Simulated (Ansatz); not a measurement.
**Si2Mo (I4/mmm): zone-centre modes under pressure**

Wanted: Grüneisen parameters and pressure coefficients of the modes of Si2Mo (I4/mmm).

Method: DFT PBEsol, scalar-relativistic, plane waves, PAW; PAW set soft_1, in Ansatz 0.2.0.

Most raw output is cut from this account.

The database entry behind the starting cell is an old determination (1927), so it need not match the best structure at ambient conditions.

**1. Set-up**

It takes space group I4/mmm (No. 139, tetragonal). The conventional cell has a = 3.200 Å, b = 3.200 Å, c = 7.861 Å, α = 90.00°, β = 90.00°, γ = 90.00°. Nearest to Si lie 5 Si at 2.61 to 2.63 Å and 5 Mo at 2.62 Å. Mo has 10 Si at 2.62 Å nearest. Farther neighbours are not listed.

**2. Relaxation**

Harmonic phonons are second derivatives at a point where the forces vanish, and they are wanted at zero stress, so atoms and cell are relaxed first.

File input.yaml:

```yaml
crystal:
  lattice:
    - [-1.6, 1.6, 3.9305]
    - [1.6, -1.6, 3.9305]
    - [1.6, 1.6, -3.9305]
  atoms:
    - { symbol: Si, position: [0.333, 0.333, 0.0] }
    - { symbol: Si, position: [0.667, 0.667, 0.0] }
    - { symbol: Mo, position: [0.0, 0.0, 0.0] }
kpoints:
  mp_grid: { grid: [18, 18, 18] }
hamiltonian:
  xc: pbesol
  pseudopotentials: { kind: paw, azcp: { folder: soft_1 }, xc_functional: pbe }
scf:
  occupations: { method: gaussian, width: 0.1 }
output:
  forces: true
  stress: true
  eigenvalues: true
  write_density: true
  write_potential: true
  elf: true
  volumetric_format: npy
relax:
  adjacent_minimum: "off"
  f_tol: 0.005
  max_steps: 80
  cell: { stress_tol: 0.05 }
```

Launch:

```sh
$ ansatz run input.yaml --threads 4 --pin off --max-ram 10240MiB --backend cpu --events-out ev --progress --plain --runs-dir out
```

It took 8.3 s on 4 threads of AMD EPYC 9B45 (Zen 5), shared host; peak memory 0.66 GiB.

Step by step:

| step | energy less that of the first step (eV) | largest force component (eV/Å) | pressure (GPa) | volume (Å³) |
| --- | --- | --- | --- | --- |
| 1 | 0.0000 | 0.3313 | -2.70 | 40.25 |
| 2 | -0.0090 | 0.0246 | 0.96 | 39.63 |
| 3 | -0.0095 | 0.0070 | 0.01 | 39.80 |
| 4 | -0.0095 | 0.0015 | 0.00 | 39.80 |
| 5* | -0.0095 | 0.0015 | 0.00 | 39.80 |

Relaxation steps marked * repeat the geometry before them on a plane-wave basis chosen anew for their cell, so energy and pressure can jump there.

Forces are held to the 16 operations that the run works with; a distortion that breaks them can't arise in this run.

```
conventional cell, symmetrised  before  after  change
                         a (Å)   3.200  3.190  -0.3 %
                         b (Å)   3.200  3.190  -0.3 %
                         c (Å)   7.861  7.822  -0.5 %
              volume (Å³/atom)   13.42  13.27  -1.1 %
```

The atoms that moved most (Å, as changes of fractional coordinates times the final cell):

```csv
atom,dx,dy,dz,length
Si1,0.000,0.000,0.016,0.016
Si2,0.000,0.000,-0.016,0.016
```

Final coordinates:

```
Si Mo
1.0
    -1.59512    1.59512    3.91091
     1.59512   -1.59512    3.91091
     1.59512    1.59512   -3.91091
Si Mo
2 1
Direct
  0.33506 0.33506 0.00000
  0.66494 0.66494 0.00000
  0.00000 0.00000 0.00000
```

This step gave:

- pressure: -0.001582 GPa
- volume per atom: 13.27 Å³
- gap on the k-mesh: 0 eV

ELF in the ac plane of the conventional cell at fractional y = 0.000, with atoms of Si and Mo within 0.2 Å of it. It is the smooth field of the valence electrons, not physical close to the nuclei.

Ten even steps from '_' (0.13) to '@' (0.73), each cell a mean:
```
**%%@@**::__::--..__--##@@%%
%%%%**--....----::....==##%%
----::::::::--==--::..::::--
------------::::::----------
%%%%##**==::..__..::==**%%%%
@@@@%%##==..______::++##%%@@
++++++**++::____..--++**++++
++----++**==::..--++**++--==
==--++##%%**==--==##%%**==--
--==**%%%%**++==++##%%%%**==
++**####**++==--==++######**
++****++++==------==++******
********++==----==++********
==++##%%##**====++**%%%%**++
::--++%%%%**====++##%%##++--
++--==**##++--::==**##++--==
======++++--..__..==++++====
######**==::______--++######
@@@@%%##==::______::++##@@@@
****++++--::::..::--==++++**
::::::::::--------::::::::::
****==::..::--==--....--++**
%%@@%%++....::--::..::**%%%%
==##@@**::__::--..__--##@@**
```
Columns run along a (3.2 Å), rows up along c (7.8 Å), edges of the conventional cell, whose origin can differ from the input's. Atoms in or near the plane, at fractional coordinates: Si at (0.00, 0.34), Si at (0.00, 0.66), Mo at (0.00, 0.00).

Electrostatic potential energy in the ac plane of the conventional cell at fractional y = 0.000, with atoms of Si and Mo within 0.2 Å of it. With pseudopotentials it is smooth inside the atoms' cores, unlike the true potential.

Values in eV, 24 rows by 14 columns, each cell a mean:
```
-48 -48 -42 -22  -1  12  15  16  15   9  -6 -28 -45 -48
-40 -35 -22  -5   8  14  16  17  16  12   5 -10 -27 -37
 -8  -4   3  10  14  16  17  17  17  16  13   8   1  -5
 11  12  13  15  16  17  17  17  17  17  16  15  13  11
 10  11  13  15  16  17  17  17  17  17  16  14  13  11
 -9  -6   3  10  14  16  17  17  17  15  13   8  -1  -7
-16 -20 -17  -3   9  14  16  17  16  13   7  -7 -19 -19
 10  -4 -20 -12   6  14  16  17  16  12   1 -16 -17   0
  0 -11 -20  -9   7  14  17  17  16  12   3 -14 -19  -7
-20 -19 -10   3  12  15  17  17  17  14  10   0 -14 -19
  1   3   9  13  15  16  17  17  17  16  14  11   7   2
 12  13  14  15  16  17  16  16  16  16  16  15  14  12
  9  10  12  14  16  16  17  17  17  16  15  14  12  10
-12  -9   1   9  13  16  17  17  17  15  13   7  -3 -10
-15 -19 -18  -4   9  15  17  17  16  13   7  -8 -20 -17
 12  -3 -20 -12   6  14  16  17  16  12   1 -17 -17   1
 -3 -12 -20  -9   7  14  16  17  16  12   4 -14 -20 -10
-19 -17  -8   4  12  15  17  17  16  14  10   1 -12 -18
  3   6  10  13  15  16  17  17  17  16  15  12   8   5
 12  13  14  16  17  17  17  17  17  17  16  15  14  12
  5   7  10  13  15  17  17  17  17  16  15  13   9   6
-24 -20  -8   3  11  15  17  17  17  14  10   0 -13 -21
-47 -45 -34 -15   3  13  16  17  15  10  -1 -20 -39 -46
-48 -48 -45 -26  -3  11  15  16  14   7  -9 -32 -48 -48
```
Columns run along a (3.2 Å; values clipped at the 3rd and 97th percentile), rows up along c (7.8 Å), edges of the conventional cell, whose origin can differ from the input's. Atoms in or near the plane, at fractional coordinates: Si at (0.00, 0.34), Si at (0.00, 0.66), Mo at (0.00, 0.00).

Valence density in the ac plane of the conventional cell at fractional y = 0.000, with atoms of Si and Mo within 0.2 Å of it. It is the smooth field of the valence electrons, not physical close to the nuclei.

Ten steps, logarithmic in the rise over the least value, from '0' (0.1 e/Å³) to '9' (7.0 e/Å³), each cell a mean:
```
99874221235799
88753221224678
55432211122345
33322111112233
33321100112233
33322100012333
22222100012322
00222211122210
01233211123321
22333221223332
33322211222333
22222211122222
33222211122223
33332221222333
12333211223322
00232211123210
11222110122221
33322100012333
33322100012233
33222111112233
44322111122334
77643211123567
99864221235789
99975221235899
```
Columns run along a (3.2 Å), rows up along c (7.8 Å), edges of the conventional cell, whose origin can differ from the input's. Atoms in or near the plane, at fractional coordinates: Si at (0.00, 0.34), Si at (0.00, 0.66), Mo at (0.00, 0.00).

In this step the volume went from 13.42 to 13.27 Å³/atom.

**3. Tight relaxation**

Phonons need small forces and stress, so the relaxation is finished with tight tolerances on 20×20×20 k points.

input.yaml, the sections that differ from step 2:

```yaml
crystal:
  lattice:
    - [-1.5951226546, 1.5951226546, 3.9109090673]
    - [1.5951226546, -1.5951226546, 3.9109090673]
    - [1.5951226546, 1.5951226546, -3.9109090673]
  atoms:
    - { symbol: Si, position: [0.3350567058, 0.3350567058, 0.0] }
    - { symbol: Si, position: [0.6649432942, 0.6649432942, 0.0] }
    - { symbol: Mo, position: [0.0, 0.0, 0.0] }
kpoints:
  mp_grid: { grid: [20, 20, 20] }
scf:
  occupations: { method: methfessel_paxton, width: 0.2 }
relax:
  adjacent_minimum: "off"
  f_tol: 0.001
  max_steps: 60
  cell: { stress_tol: 0.01 }
# hamiltonian, output: as in step 2
```

Elapsed: 8.5 s, on 4 threads; peak memory 0.74 GiB.

Little changed from the start: no atom moved by 0.005 Å and no cell edge by 0.1 %.

This step gave:

- pressure: 8.66e-4 GPa

Electrostatic potential energy in the ac plane of the conventional cell at fractional y = 0.000, with atoms of Si and Mo within 0.2 Å of it. With pseudopotentials it is smooth inside the atoms' cores, unlike the true potential.

Ten even steps from '_' (-48 eV) to '@' (17 eV), each cell a mean:
```
______--##@@@@@@@@%%**--____
....--**%%@@@@@@@@@@%%++--..
****##%%@@@@@@@@@@@@@@%%##**
@@@@@@@@@@@@@@@@@@@@@@@@@@@@
%%@@@@@@@@@@@@@@@@@@@@@@@@@@
++**##%%@@@@@@@@@@@@@@%%##**
======**%%@@@@@@@@@@%%**====
%%**==++%%@@@@@@@@@@##====##
##++==++%%@@@@@@@@@@##++==**
====++##@@@@@@@@@@@@%%##++==
####%%@@@@@@@@@@@@@@@@@@%%##
@@@@@@@@@@@@@@@@@@@@@@@@@@@@
%%%%@@@@@@@@@@@@@@@@@@@@@@%%
++**##%%@@@@@@@@@@@@@@%%**++
++====**%%@@@@@@@@@@%%**====
@@**==++%%@@@@@@@@@@##====##
**++==**%%@@@@@@@@@@##++==++
====**##@@@@@@@@@@@@%%##++==
##%%%%@@@@@@@@@@@@@@@@@@%%%%
@@@@@@@@@@@@@@@@@@@@@@@@@@@@
%%%%%%@@@@@@@@@@@@@@@@@@%%%%
--==**##@@@@@@@@@@@@%%##++==
____::++##@@@@@@@@%%##==..__
______--**@@@@@@@@%%++::____
```
Columns run along a (3.2 Å; values clipped at the 3rd and 97th percentile), rows up along c (7.8 Å), edges of the conventional cell, whose origin can differ from the input's. Atoms in or near the plane, at fractional coordinates: Si at (0.00, 0.34), Si at (0.00, 0.66), Mo at (0.00, 0.00).

ELF in the ac plane of the conventional cell at fractional y = 0.000, with atoms of Si and Mo within 0.2 Å of it. It is the smooth field of the valence electrons, not physical close to the nuclei.

Ten even steps from '0' (0.13) to '9' (0.74), each cell a mean:
```
68962023103798
88631133211478
33222234321223
33333322233333
88764210124688
99874100025789
55565200135655
53356421356534
43478643478643
34688654578864
56776543457776
56655433345666
66665433456666
45787644568865
23588644578753
53467532467534
44455310145544
77764200035777
99874200025799
66553221234556
22222333322222
66421234311356
89851123212688
47962023103796
```
Columns run along a (3.2 Å), rows up along c (7.8 Å), edges of the conventional cell, whose origin can differ from the input's. Atoms in or near the plane, at fractional coordinates: Si at (0.00, 0.34), Si at (0.00, 0.66), Mo at (0.00, 0.00).

Valence density in the ac plane of the conventional cell at fractional y = 0.000, with atoms of Si and Mo within 0.2 Å of it. It is the smooth field of the valence electrons, not physical close to the nuclei.

Ten steps, logarithmic in the rise over the least value, from '0' (0.1 e/Å³) to '9' (7.0 e/Å³), each cell a mean:
```
99874221235799
88753221224678
55432211122345
33322111112233
33321100112233
33322100012333
22222100012322
00222211122210
01233211123321
22333221223332
33322211222333
22222211122222
33222211122223
33332221222333
12333211223322
00232211123210
11222110122221
33322100012333
33322100012233
33222111112233
44322111122334
77643211123567
99864221235789
99975221235899
```
Columns run along a (3.2 Å), rows up along c (7.8 Å), edges of the conventional cell, whose origin can differ from the input's. Atoms in or near the plane, at fractional coordinates: Si at (0.00, 0.34), Si at (0.00, 0.66), Mo at (0.00, 0.00).

The largest force component left is 0.64 meV/Å and the pressure is 0.001 GPa, within the tolerances set. The cell now holds 13.27 Å³/atom.

**4. Modes at rest**

Phonons follow from the second derivative of the energy, found here by linear response.

The modes at rest are the reference of the series.

input.yaml, the sections that differ from step 3:

```yaml
crystal:
  lattice:
    - [-1.5952474978, 1.5952474978, 3.9102847448]
    - [1.5952474978, -1.5952474978, 3.9102847448]
    - [1.5952474978, 1.5952474978, -3.9102847448]
  atoms:
    - { symbol: Si, position: [0.3350931354, 0.3350931354, 0.0] }
    - { symbol: Si, position: [0.6649068646, 0.6649068646, 0.0] }
    - { symbol: Mo, position: [0.0, 0.0, 0.0] }
output:
  eigenvalues: true
phonons:
  method: dfpt
# kpoints, hamiltonian, scf: as in step 3
# relax: removed
```

It took 30 s on 4 threads; peak memory 2.2 GiB.

This step gave:

```
sum-rule residual before enforcement                    : 3.58e-5 eV/Å²
point group                                             : 4/mmm
highest optical mode at the zone centre (no LO-TO term) : 437.7 cm⁻¹
lowest optical zone-centre mode                         : 277.9 cm⁻¹
```

Patterns of degenerate modes are one choice out of their space. Modes at Γ, with each element's share of the kinetic energy:

```csv
mode,frequency (cm⁻¹),symmetry,Si %,Mo %
1,0.0,acoustic,37,63
2,0.0,acoustic,37,63
3,0.0,acoustic,37,63
4,277.9,Eu,63,37
5,277.9,Eu,63,37
6,318.6,A2u,63,37
7,333.0,Eg,100,0
8,333.0,Eg,100,0
9,437.7,A1g,100,0
```

Displacements in mode 4 (277.9 cm⁻¹), the largest set to 1:
```
Si1  0.00 -1.00  0.00
Si2  0.00 -1.00  0.00
Mo3  0.00  0.59  0.00
```

Displacements in mode 9 (437.7 cm⁻¹), the largest set to 1:
```
Si1  0.00  0.00  1.00
Si2  0.00  0.00 -1.00
Mo3  0.00  0.00  0.00
```

Before it was imposed, the acoustic sum rule was missed by 3.6e-5 eV/Å². Small misses are needed for a sound result but don't prove that mesh and cutoff are converged. The lowest optical mode is real, 278 cm⁻¹.

**5. A member of the series: 1.06 times the volume at rest**

The cell is set to 1.06 times the volume at rest, and shape and atoms relax at that volume.

input.yaml, the sections that differ from step 4:

```yaml
crystal:
  lattice:
    - [-1.627909078, 1.627909078, 3.9802477274]
    - [1.627909078, -1.627909078, 3.9802477274]
    - [1.627909078, 1.627909078, -3.9802477274]
  atoms:
    - { symbol: Si, position: [0.335717369, 0.335717369, 0.0] }
    - { symbol: Si, position: [0.664282631, 0.664282631, 0.0] }
    - { symbol: Mo, position: [0.0, 0.0, 0.0] }
output:
  forces: true
  stress: true
  eigenvalues: true
relax:
  adjacent_minimum: "off"
  f_tol: 0.001
  max_steps: 60
  cell: { stress_tol: 0.01, fix: [volume] }
# kpoints, hamiltonian, scf: as in step 4
# phonons: removed
```

Run time: 10 s. Hardware: 4 threads; peak memory 0.75 GiB; 38 s of CPU time.

Little changed from the start: no atom moved by 0.005 Å and no cell edge by 0.1 %.

This step gave:

- pressure: -11.21 GPa
- volume per atom: 14.06 Å³

The largest force component left is 0.083 meV/Å, at a pressure of -11.21 GPa.

**6. Zone-centre modes of the member: 1.06 times the volume at rest**

The zone-centre modes follow for 1.06 times the volume at rest.

input.yaml, the sections that differ from step 5:

```yaml
crystal:
  lattice:
    - [-1.6285390752, 1.6285390752, 3.9771688206]
    - [1.6285390752, -1.6285390752, 3.9771688206]
    - [1.6285390752, 1.6285390752, -3.9771688206]
  atoms:
    - { symbol: Si, position: [0.3360448321, 0.3360448321, 0.0] }
    - { symbol: Si, position: [0.6639551679, 0.6639551679, 0.0] }
    - { symbol: Mo, position: [0.0, 0.0, 0.0] }
output:
  eigenvalues: true
phonons:
  method: dfpt
# kpoints, hamiltonian, scf: as in step 5
# relax: removed
```

Run time: 31 s. Hardware: 4 threads; peak memory 2.3 GiB; 1.9 min of CPU time.

Numbers from this step:

```
sum-rule residual before enforcement                    : 6.05e-5 eV/Å²
highest optical mode at the zone centre (no LO-TO term) : 404.8 cm⁻¹
lowest optical zone-centre mode                         : 244.6 cm⁻¹
```

Patterns of degenerate modes are one choice out of their space. The modes at Γ (shares of kinetic energy by element, %):

```csv
mode,frequency (cm⁻¹),symmetry,Si %,Mo %
1,0.0,acoustic,37,63
2,0.0,acoustic,37,63
3,0.0,acoustic,37,63
4,244.6,Eu,63,37
5,244.6,Eu,63,37
6,280.9,A2u,63,37
7,295.9,Eg,100,0
8,295.9,Eg,100,0
9,404.8,A1g,100,0
```

The lowest optical mode is real, 245 cm⁻¹, and the highest lies at 404.8 cm⁻¹.

Between step 4 and this run (volume ratio 1.06) the value for the highest optical mode at the zone centre (no LO-TO term) moves from 438 cm⁻¹ to 405 cm⁻¹ (-8 %).

**7. A member of the series: 0.9 times the volume at rest**

The cell is set to 0.9 times the volume at rest, and shape and atoms relax at that volume.

input.yaml, the sections that differ from step 6:

```yaml
crystal:
  lattice:
    - [-1.5370910869, 1.5370910869, 3.7905988698]
    - [1.5370910869, -1.5370910869, 3.7905988698]
    - [1.5370910869, 1.5370910869, -3.7905988698]
  atoms:
    - { symbol: Si, position: [0.3339589593, 0.3339589593, 0.0] }
    - { symbol: Si, position: [0.6660410407, 0.6660410407, 0.0] }
    - { symbol: Mo, position: [0.0, 0.0, 0.0] }
output:
  forces: true
  stress: true
  eigenvalues: true
relax:
  adjacent_minimum: "off"
  f_tol: 0.001
  max_steps: 60
  cell: { stress_tol: 0.01, fix: [volume] }
# kpoints, hamiltonian, scf: as in step 6
# phonons: removed
```

The job ended after 8.4 s (4 threads; peak memory 0.68 GiB; 31 s of CPU time).

(Part 1 of 2 ends here.)

[Logs are printed without paths, hosts, clocks, repeated set-up lines and the standing remarks that a program may print on its own settings, such as how far it seeks lower states.]

[Hosts, paths, dates, database ids (printed as entryN), source tags and the programs' standing remarks are cut or masked in the printed files.]
